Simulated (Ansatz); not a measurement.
**SrFeO3 (cubic perovskite) (Pm-3m): how robust is the cRPA U?**

Aim: hold the target of a cRPA run on SrFeO3 (cubic perovskite) (Pm-3m) and move one thing at a time.

Program: Ansatz 0.2.0. Level of theory: constrained RPA on LDA, plane waves, PAW. Results are calculated unless marked as measured.

Most raw output is cut from this account.

In doubt: RPA on norm-conserving files with a d shell is listed as unsure (step 7), so the values of those runs are not to be relied on.

### 1. The starting structure

The structure is cubic, space group Pm-3m (No. 221). Conventional cell: a = 3.696 Å, b = 3.696 Å, c = 3.696 Å, α = 90.00°, β = 90.00°, γ = 90.00°. Sr has 12 O at 2.61 Å nearest. Fe has 6 O at 1.85 Å nearest. Nearest to O lie 2 Fe at 1.85 Å and 4 Sr at 2.61 Å. Farther neighbours and most contacts between anions are not listed.

The structure was relaxed with LDA. The structure type comes from a generator and need not be one that this composition takes. The structure was generated from a model, not taken from a measurement. The runs that relaxed it are not among those shown. The program's search for lower electronic states was switched off, so nothing shows that the state found is the lowest. The default PAW set here is soft_2. Its files were made with PBE.

### 2. Base: Fe d + anion p, bands v11 to c3, 4×4×4 mesh, medium accuracy

Constrained RPA screens the interaction with every transition except those inside the target bands, which a later many-body model would treat itself.

Contents of input.yaml:

```yaml
crystal:
  lattice:
    - [0.0, -3.69646055, 0.0]
    - [0.0, 0.0, 3.69646055]
    - [-3.69646055, 0.0, 0.0]
  atoms:
    - { symbol: Sr, position: [0.0, 0.0, 0.0] }
    - { symbol: Fe, position: [0.5, 0.5, 0.5] }
    - { symbol: O, position: [0.5, 0.5, 0.0] }
    - { symbol: O, position: [0.5, 0.0, 0.5] }
    - { symbol: O, position: [0.0, 0.5, 0.5] }
kpoints:
  mp_grid: { grid: [6, 6, 6] }
hamiltonian:
  xc: lda
scf:
  occupations: { method: gaussian, width: 0.08 }
  n_extra_bands: 19
  max_iter: 150
  lower_state_search: "off"
output:
  crpa:
    kmesh: [4, 4, 4]
    target_bands: [v11, c3]
    projections: [{ species: Fe, l: d, shell: 3 }, { species: O, l: p, shell: 2 }]
  local_orbitals:
    kmesh: [8, 8, 8]
    orbitals: [{ species: Fe, l: d, shell: 3 }, { species: O, l: p, shell: 2 }]
    window: { bands: [v11, c3] }
    seedname: lo
```

On the command line:

```console
ansatz run input.yaml --threads 4 --pin off --max-ram 9216MiB --backend cpu --events-out ev --progress --plain --runs-dir out
```

Elapsed: 2.6 min, on 4 threads of Arm Neoverse V2, shared host; peak memory 0.65 GiB; 9.7 min of CPU time.

Numbers from this step:

| Item | Value |
| --- | --- |
| U | 11.08 eV |
| U prime (inter-orbital) | 9.621 eV |
| J | 0.7340 eV |
| bare V | 24.67 eV |
| bare J | 0.8705 eV |
| stated bound on U | 0.02171 eV |
| U over bare V | 0.4492 |
| electrons in the window | 22 |
| head of the constrained inverse dielectric matrix | 0.3474 |
| least eigenvalue of the projection's overlap | 0.7854 |
| target functions | 14 |
| bands in the sums | 50 |
| r.m.s. miss of the model bands | 1.72e-4 eV |
| width of the target bands | 11.97 eV |
| weight of the projected orbitals in the window | 0.9506 |

On the Fe d shell, screening brings the on-site interaction from 24.7 eV down to U = 11.08 eV.

### 3. Changed: 2×2×2 mesh

input.yaml, the sections that differ from step 2:

```yaml
output:
  crpa:
    kmesh: [2, 2, 2]
    target_bands: [v11, c3]
    projections: [{ species: Fe, l: d, shell: 3 }, { species: O, l: p, shell: 2 }]
# crystal, kpoints, hamiltonian, scf: as in step 2
```

Wall time 14 s (4 threads); peak memory 0.54 GiB.

This step gave:

| Quantity | Value |
| --- | --- |
| U | 11.19 eV |
| U prime (inter-orbital) | 9.722 eV |
| J | 0.7355 eV |
| bare V | 24.78 eV |
| bare J | 0.8726 eV |
| stated bound on U | 0.01482 eV |
| U over bare V | 0.4516 |
| electrons in the window | 22.00 |
| head of the constrained inverse dielectric matrix | 0.3315 |
| least eigenvalue of the projection's overlap | 0.7854 |
| target functions | 14 |
| bands in the sums | 50 |
| width of the target bands | 11.97 eV |
| weight of the projected orbitals in the window | 0.9506 |

On the Fe d shell, screening brings the on-site interaction from 24.8 eV down to U = 11.19 eV.

### 4. Changed: sums over states

Changes to input.yaml since step 3:

```diff
@@ -22,4 +22,7 @@
   crpa:
-    kmesh: [2, 2, 2]
+    kmesh: [4, 4, 4]
     target_bands: [v11, c3]
     projections: [{ species: Fe, l: d, shell: 3 }, { species: O, l: p, shell: 2 }]
+    accuracy: sum_over_states
+    n_empty_bands: 44
+    ecut_chi: 70
```

The job ended after 14 s (4 threads; peak memory 0.58 GiB; 52 s of CPU time).

This variant gives U = 11.55 eV against 11.08 eV. It is a finite sum over empty states with no bound on its error and stays out of the table below.

### 5. Changed: smooth pair densities

Changes to input.yaml since step 4:

```diff
@@ -25,4 +25,2 @@
     projections: [{ species: Fe, l: d, shell: 3 }, { species: O, l: p, shell: 2 }]
-    accuracy: sum_over_states
-    n_empty_bands: 44
-    ecut_chi: 70
+    pair_densities: pseudo
```

Run time: 3.6 min. Hardware: 4 threads; peak memory 0.56 GiB; 14 min of CPU time.

This step gave:

* U: 11.17 eV
* U prime (inter-orbital): 9.611 eV
* J: 0.7842 eV
* bare V: 24.67 eV
* bare J: 0.8705 eV
* stated bound on U: 0.006879 eV
* U over bare V: 0.4527
* electrons in the window: 22
* head of the constrained inverse dielectric matrix: 0.3478
* least eigenvalue of the projection's overlap: 0.7854
* target functions: 14
* bands in the sums: 50
* width of the target bands: 11.97 eV
* weight of the projected orbitals in the window: 0.9506

On the Fe d shell, screening brings the on-site interaction from 24.7 eV down to U = 11.17 eV.

### 6. Changed: orbitals of another atom

Changes to input.yaml since step 5:

```diff
@@ -24,3 +24,2 @@
     target_bands: [v11, c3]
-    projections: [{ species: Fe, l: d, shell: 3 }, { species: O, l: p, shell: 2 }]
-    pair_densities: pseudo
+    projections: [{ species: O, l: p }]
```

It took 0.09 s on 4 threads; peak memory 0.086 GiB.

The input was rejected at the start.

The program's message: “Error: invalid value for `output.crpa.projections`: 9 orbital(s) selected but the target window spans 14 band(s); name one orbital per band of it”

The fault put into this input: trial orbitals that do not match the target bands.

### 7. Changed: potentials

This step: constrained RPA on LDA, plane waves, norm-conserving pseudopotentials.

Changes to input.yaml since step 6:

```diff
@@ -15,2 +15,3 @@
   xc: lda
+  pseudopotentials: { kind: nc }
 scf:
@@ -24,2 +25,2 @@
     target_bands: [v11, c3]
-    projections: [{ species: O, l: p }]
+    projections: [{ species: Fe, l: d, shell: 3 }, { species: O, l: p, shell: 2 }]
```

Wall time 8.2 min (4 threads); peak memory 1.3 GiB.

Numbers from this step:

| Item | Value |
| --- | --- |
| U | 11.15 eV |
| U prime (inter-orbital) | 9.679 eV |
| J | 0.7368 eV |
| bare V | 24.81 eV |
| bare J | 0.8763 eV |
| stated bound on U | 0.01872 eV |
| U over bare V | 0.4494 |
| electrons in the window | 22.00 |
| head of the constrained inverse dielectric matrix | 0.3487 |
| least eigenvalue of the projection's overlap | 0.7816 |
| target functions | 14 |
| bands in the sums | 50 |
| width of the target bands | 11.94 eV |
| weight of the projected orbitals in the window | 0.9526 |

On the Fe d shell, screening brings the on-site interaction from 24.8 eV down to U = 11.15 eV.

### 8. Changed: potentials

This step: constrained RPA on LDA, plane waves, PAW.

Changes to input.yaml since step 7:

```diff
@@ -15,3 +15,3 @@
   xc: lda
-  pseudopotentials: { kind: nc }
+  pseudopotentials: { kind: paw, source: ansatz }
 scf:
```

Wall time 5.7 min (4 threads); peak memory 1.1 GiB.

This step gave:

- U: 11.15 eV
- U prime (inter-orbital): 9.683 eV
- J: 0.7390 eV
- bare V: 24.85 eV
- bare J: 0.8796 eV
- stated bound on U: 0.02173 eV
- U over bare V: 0.4488
- electrons in the window: 22.00
- head of the constrained inverse dielectric matrix: 0.3475
- least eigenvalue of the projection's overlap: 0.7824
- target functions: 14
- bands in the sums: 50
- width of the target bands: 11.96 eV
- weight of the projected orbitals in the window: 0.9518

On the Fe d shell, screening brings the on-site interaction from 24.9 eV down to U = 11.15 eV.

### 9. Side by side

Times are wall times on 4 threads of Arm Neoverse V2, shared host, good to a factor of about two.

```
                  run  bare V (eV)  U (eV)  J (eV)  bound on U (eV)  width (eV)     time
        target window        24.67  11.082   0.734           0.0217       11.97  2.6 min
           2×2×2 mesh        24.78  11.191   0.735           0.0148       11.97     14 s
smooth pair densities        24.67  11.170   0.784           0.0069       11.97  3.6 min
           potentials        24.81  11.149   0.737           0.0187       11.94  8.2 min
           potentials        24.85  11.155   0.739           0.0217       11.96  5.7 min
```

### 10. Results

| Property | Result |
| --- | --- |
| target window | U 11.08 eV, J 0.73 eV |
| 2×2×2 mesh | U 11.19 eV, J 0.74 eV |
| smooth pair densities | U 11.17 eV, J 0.78 eV |
| potentials | U 11.15 eV, J 0.74 eV |
| potentials | U 11.15 eV, J 0.74 eV |

What this shows: 2×2×2 mesh moves U by +0.11 eV at 0.089 times the time. Smooth pair densities moves U by +0.09 eV. Potentials moves U by +0.07 eV at 3.2 times the time. Potentials moves U by +0.07 eV at 2.2 times the time. The printed bound covers the solver alone, not the mesh, and no denser mesh than the base was run. The parent state is non-magnetic and the interaction static (zero frequency); U depends on the window and the orbitals, so it belongs to this model alone. A window that holds the anion p bands defines a model with explicit ligands; its U belongs to that model and is not the U of DFT+U.

[Paths, hosts, dates, memory and timing lines, banners, echoed tables and standing remarks are left out of the program output.]

[Logs are printed without paths, hosts, clocks, repeated set-up lines and the standing remarks that a program may print on its own settings, such as how far it seeks lower states.]

[Runs of the session that timed out or met a known fault of the program may be left out.]

[Hosts, paths, dates, database ids (printed as entryN), source tags and the programs' standing remarks are cut or masked in the printed files.]
